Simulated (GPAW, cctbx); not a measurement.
# SrTiP2: deformation density and structure factors from DFT

Question: by how much does bonding change the X-ray structure factors of SrTiP2, how firmly does DFT give the change, and what does a routine refinement make of it?

The cell comes from substitution in a known structure type and wasn't matched to any measured phase. All numbers below are calculated.

### 1. Find the equilibrium geometry

The density hangs on the geometry, so cell and atoms are relaxed first, with the symmetry held. The cutoff is set higher than for the density because stress converges slowly with plane waves.

Settings: GPAW 26.7.0, PBE, 570 eV, 4×4×4 k-points, Fermi–Dirac width 0.1 eV, BFGS to 0.03 eV/Å.

```text
cell
1.0
     6.180000000    0.000000000    0.000000000
     0.000000000    6.180000000    0.000000000
    -3.090000000   -3.090000000    6.076000000
Sr Ti P
2 2 4
Direct
0.250000000 0.750000000 0.500000000
0.000000000 0.000000000 0.000000000
0.750000000 0.250000000 0.500000000
0.500000000 0.500000000 0.000000000
0.625000000 0.144800000 0.750000000
0.125000000 0.605200000 0.750000000
0.855200000 0.875000000 0.250000000
0.394800000 0.375000000 0.250000000
```

```console
$ OMP_NUM_THREADS=1 mpirun -n 4 gpaw python run.py > gpaw.log
```

```text
BFGS:    0      -41.534816        3.112737
BFGS:    1      -42.059407        2.772123
BFGS:    2      -43.385448        1.626013
BFGS:    3      -44.038465        0.534378
...
BFGS:   27      -44.663108        0.210425
BFGS:   28      -44.676471        0.129168
BFGS:   29      -44.679284        0.020576
cell  6.9901 6.9901 6.4852  122.61 122.61 90.00
volume 205.142 A^3, largest force 0.018 eV/A, largest stress 0.13 GPa
```

The cell moved far, while the k-mesh and basis were chosen for the start, so the final shape may be somewhat biased.

After 29 steps the volume has changed by -11.6 % and the energy by -3.144 eV; the largest stress left is 0.13 GPa. It took 15 min on 4 cores of Arm Neoverse V2 (shared host), peak memory 1.7 GiB.

Relaxed structure: I-42d (no. 122), a = 6.9901 Å, b = 6.9901 Å, c = 8.3968 Å, α = 90.00°, β = 90.00°, γ = 90.00°.

| atom | mult. | x | y | z |
| --- | --- | --- | --- | --- |
| Sr1 | 4 | 1/2 | 0 | 3/4 |
| Ti1 | 4 | 0 | 1/2 | 3/4 |
| P1 | 8 | 0.6768 | 1/4 | 1/8 |

### 2. The all-electron density

X-rays see the whole electron density, so the PAW density is rebuilt with its core regions. Subtracting spherical free atoms from the same code cancels the cores and leaves the deformation density Δρ, the part due to bonding.

Settings: PBE, 450 eV, 5×5×5 k-points, Fermi–Dirac width 0.1 eV; primitive cell of 8 atoms.

```console
$ OMP_NUM_THREADS=1 mpirun -n 4 gpaw python run.py > gpaw.log
```

```text
|iter:   1|       0s |  -46.752879 | -0.18 |       |
|iter:   2|       2s |  -46.119690 | -1.41 | -0.97 |
|iter:   3|       3s |  -44.625206 | -0.72 | -1.04 |
...
|iter:  10|      14s |  -44.610517c| -6.22 | -3.83 |
|iter:  11|      16s |  -44.610508c| -6.94 | -4.31c|
|iter:  12|      17s |  -44.610509c| -7.56c| -4.73c|
```

```text
grid (64, 64, 64)  electrons 180.000  moved by bonding 2.308 e
deformation density beyond 0.5 A of the nuclei: max 0.383, min -0.308 e/A^3
atom        x       y       z   Voronoi charge  moment
Sr1    0.5000  0.7500  0.2500      0.324       0.00
Sr2    0.0000  0.0000  0.0000      0.324       0.00
Ti3    0.5000  0.2500  0.7500      0.286       0.00
Ti4    0.0000  0.5000  0.5000      0.286       0.00
P 5    0.9268  0.3750  0.8018     -0.305       0.00
P 6    0.0732  0.8750  0.4482     -0.305       0.00
P 7    0.5732  0.1982  0.1250     -0.305       0.00
P 8    0.4268  0.5518  0.6250     -0.305       0.00
mean inner potential of superposed free atoms 14.749 V
total magnetic moment 0.000 muB
```

Deformation density in a plane through the shortest contact of the Ti atom at the origin, in 0.01 e/Å³ (clipped at ±99); x from -1.6 to 4.0 Å, y from 2.4 down to -2.4 Å:

```text
 -3  -4  -2   1   1  -1  -2  -2  -2  -2  -2  -2  -2  -1  -1   0
  .   .  -4   2   2   0  -2  -2  -2  -2  -1  -1  -1  -1  -1  -1
  .   .   5   7   4  -1  -2  -2  -1   0   0   0   0  -1  -1  -1
  0   9  16  13   4  -3  -4  -1   1   2   1   1   1   0  -1  -1
  4  10  14  12  -1  -9  -6   1   5   3  -1  -2   1   1   0  -1
  1   2   6   7   . -18  -3   9  12   6  -4   .  -2   1   1   0
 -2  -4   0  40   .   .   3  14  17   8   .   .  -4   1   1   0
 -3  -5  -5  -3   .  44   7   8  11   5  -4   .  -1   3   2   0
 -3  -4  -6  -8  -8  -3  -3   1   4   3  -1   0   3   4   2  -1
 -2  -2  -3  -4  -5  -6  -4  -2   0   1   1   2   3   2   0  -1
 -2  -2  -2  -2  -3  -3  -3  -2  -1   0   0   0   0   0  -1  -1
 -2  -2  -2  -2  -2  -2  -2  -2  -1  -1  -1  -1  -2  -2  -1   0
 -2  -3  -2  -2  -2  -1  -1  -1  -1  -1  -1  -2  -2  -2  -1   0
```

Atoms in or within 0.15 Å of the plane: Ti (0.0, 0.0), P (2.4, 0.0), P (-1.5, 1.9) Å. Dots mark points within about 0.45 Å of a nucleus; large values next to them are atomic features.

P gains most (-0.30 e) and Sr loses most (+0.32 e), as electronegativity suggests. Such charges fall far short of formal ones, since overlapping free atoms already put density on their neighbours. Along the shortest contact from the Ti atom at the map's origin, Ti–P at 2.38 Å, Δρ is +0.16 e/Å³ at the midpoint and highest, +0.17, 1.31 Å from Ti (points within 0.5 Å of a nucleus left out): a bond charge, the mark of covalency. At the midpoints of other shortest contacts it is +0.03 (Sr–P, 3.04 Å) e/Å³. Point values carry grid noise of about 0.01 e/Å³. The run needed 12 iterations, 24 s.

### 3. From the density to structure factors

The Fourier components of Δρ, added to those of the free atoms, give the static X-ray structure factors; the Mott–Bethe relation turns them into the Fourier components V of the potential that fast electrons feel.

```text
static structure factors of the conventional cell: F in electrons, V (Mott-Bethe) in volts
   h  k  l      d  |F| table  |F| free   |F| DFT   change   |V| free  |V| DFT  change %
   1  0  1  5.3722    19.067    19.155    18.612   -0.542     0.174    0.001    -99.5
   2  0  0  3.4950   125.359   125.322   123.938   -1.384     2.502    2.691      7.5
   1  1  2  3.1999   213.661   213.680   214.784    1.104     5.685    5.540     -2.6
   2  1  1  2.9296    69.630    69.806    70.538    0.732     1.637    1.565     -4.4
   2  0  2  2.6861    16.807    16.843    17.086    0.243     0.549    0.530     -3.6
   1  0  3  2.5984    58.393    58.544    58.846    0.302     1.007    0.984     -2.3
   2  2  0  2.4714   233.298   233.121   232.843   -0.278     5.429    5.448      0.3
   3  0  1  2.2452    77.300    77.472    77.587    0.114     1.503    1.497     -0.4
   3  1  0  2.2105    27.615    27.667    27.722    0.055     0.804    0.801     -0.4
   0  0  4  2.0992    96.768    96.399    96.614    0.215     1.162    1.151     -0.9
   2  1  3  2.0852    36.919    36.996    37.196    0.200     0.855    0.848     -0.8
   3  1  2  1.9559   172.923   172.757   172.145   -0.612     3.256    3.285      0.9
   3  2  1  1.8890    28.984    29.021    28.597   -0.424     0.959    0.988      3.1
   2  0  4  1.7996   219.279   219.226   219.007   -0.219     4.237    4.245      0.2
```

The largest X-ray change is -1.38 e on 200, 1.1 % of |F|. For electrons V goes as (Z − F)/g², so a change of F counts against Z − F, which is small at low angle and wherever the atoms' terms cancel: |V| of 101 moves by -99.5 % (0.17 to 0.00 V) against -2.8 % in |F|. These compare absolute values; so weak a component may also change sign. The last three rows still change by up to 0.61 e; the table stops while the angles are still low. The tabulated Hartree–Fock atoms differ from the free DFT atoms by up to 0.37 e, so the choice of reference atom matters too.

### 4. Convergence

Cutoff and k-mesh: one is changed at a time, to find what the result needs.

```
         run  ΔF 200 (e)  ΔF 112 (e)  ΔF 211 (e)  q(P) (e)  moved (e)   time
450 eV 5×5×5      -1.384      +1.104      +0.732    -0.305      2.308   24 s
250 eV 5×5×5      -1.410      +1.078      +0.742    -0.307      2.274   14 s
350 eV 5×5×5      -1.391      +1.096      +0.738    -0.306      2.299   20 s
750 eV 5×5×5      -1.382      +1.103      +0.731    -0.305      2.312   64 s
450 eV 2×2×2      -1.392      +1.110      +0.741    -0.307      2.318  9.8 s
450 eV 3×3×3      -1.386      +1.103      +0.733    -0.305      2.308   10 s
```

Within 0.03 e of the base on all three: 450 eV 2×2×2, 450 eV 3×3×3, 250 eV 5×5×5, 350 eV 5×5×5 and 750 eV 5×5×5. The largest error, 0.026 e, comes with 250 eV 5×5×5. Times are from shared hosts.

### 5. Refining ordinary atoms against data with bonding

Routine crystallography fits spherical atoms. To see the bias, intensities are simulated from tabulated atoms plus the DFT change ΔF, so that bonding alone can misfit (6608 reflections of the full sphere, merged to the counts below, to 0.5 Å, 0.5 % proportional noise plus counting noise, assumed isotropic U as listed, Δρ smeared by the mean U) and refined with cctbx over different ranges.

| range | data | R1 | GooF | U Sr1 (true 0.0066) | U Ti1 (true 0.008) | U P1 (true 0.009) | largest shift (Å) | Δρ max, min (e/Å³) |
| --- | --- | --- | --- | --- | --- | --- | --- | --- |
| all data | 863 | 0.0047 | 1.08 | 0.0066 | 0.0080 | 0.0090 | 0.0000 | 0.15, -0.15 |
| low resolution, d > 0.84 | 182 | 0.0036 | 1.41 | 0.0065 | 0.0080 | 0.0090 | 0.0002 | 0.08, -0.08 |
| high order, d < 0.75 | 603 | 0.0057 | 0.98 | 0.0066 | 0.0080 | 0.0090 | 0.0001 | 0.12, -0.09 |
| occupancies free, d > 0.7 | 313 | 0.0036 | 1.23 | 0.0066 | 0.0079 | 0.0089 | 0.0001 | 0.08, -0.10 |

With all data GooF is 1.08, diluted by the many high-angle data; the misfit shows at low resolution; the top residual peak lies 0.97 Å from P and 2.03 Å from Ti. No U is off by more than 3 s.u. at low resolution. With Sr1 held at 1 and the scale free, the other occupancies refine to Ti1 0.998(0.002) and P1 1.000(0.002), within three s.u. of full.

### 6. Answer

Bonding moves 2.31 e in the primitive cell of SrTiP2 and changes the structure factors of the conventional cell in the table above by at most 1.38 e (200, 1.1 %), and among reflections above 2 % of the strongest by up to 2.8 % (101). The shortest bond, Ti–P, has Δρ = +0.16 e/Å³ at its midpoint, a covalent bond charge. Within 0.03 e of the base on all three: 450 eV 2×2×2, 450 eV 3×3×3, 250 eV 5×5×5, 350 eV 5×5×5 and 750 eV 5×5×5. The largest error, 0.026 e, comes with 250 eV 5×5×5. With all data GooF is 1.08, diluted by the many high-angle data. Limits: static density, frozen cores, no spin–orbit coupling.

[Outputs are excerpts: Python notices, other lines and further rows are left out; steps that failed or that the build refused (PBEsol, TPSS) are not shown.]

[Logs are printed without paths, hosts, clocks, repeated set-up lines and the standing remarks that a program may print on its own settings, such as how far it seeks lower states.]
